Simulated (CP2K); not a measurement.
The C K edge of 5-trifluoromethylpyrimidine was computed by TDDFT (CP2K XAS_TDP, aug-cc-pVDZ, TDA) at these levels: PBEh(45%), PBEh(45%) + GW2X and PBEh(60%). The first three lines of C2 (bonded to C and 3 F) with a strength over 0.0015, energy in eV and strength:

```
run           first          second           third
  1  295.82 (0.041)  296.76 (0.064)  297.13 (0.022)
  2  293.27 (0.075)  293.71 (0.098)  296.12 (0.073)
  3  289.05 (0.042)  289.99 (0.065)  290.36 (0.022)
```

Which run is which?

Run 1: PBEh(45%) + GW2X (45 % exact exchange). Run 2: PBEh(60%) (60 % exact exchange). Run 3: PBEh(45%) (45 % exact exchange). Self-interaction lifts the core level, so the uncorrected lines rise with the share of exact exchange. The GW2X run keeps the spacings of its parent: 0.94 eV between the first two lines in run 1, 0.94 eV in run 3. Its shift is +6.77 eV, since the Kohn–Sham level at this share of exchange lies that far above the quasiparticle level.

[Banner, clock and machine lines of the logs are left out without a mark of their own.]

[Logs are printed without paths, hosts, clocks, repeated set-up lines and the standing remarks that a program may print on its own settings, such as how far it seeks lower states.]

[Hosts, paths, dates, database ids (printed as entryN), source tags and the programs' standing remarks are cut or masked in the printed files.]
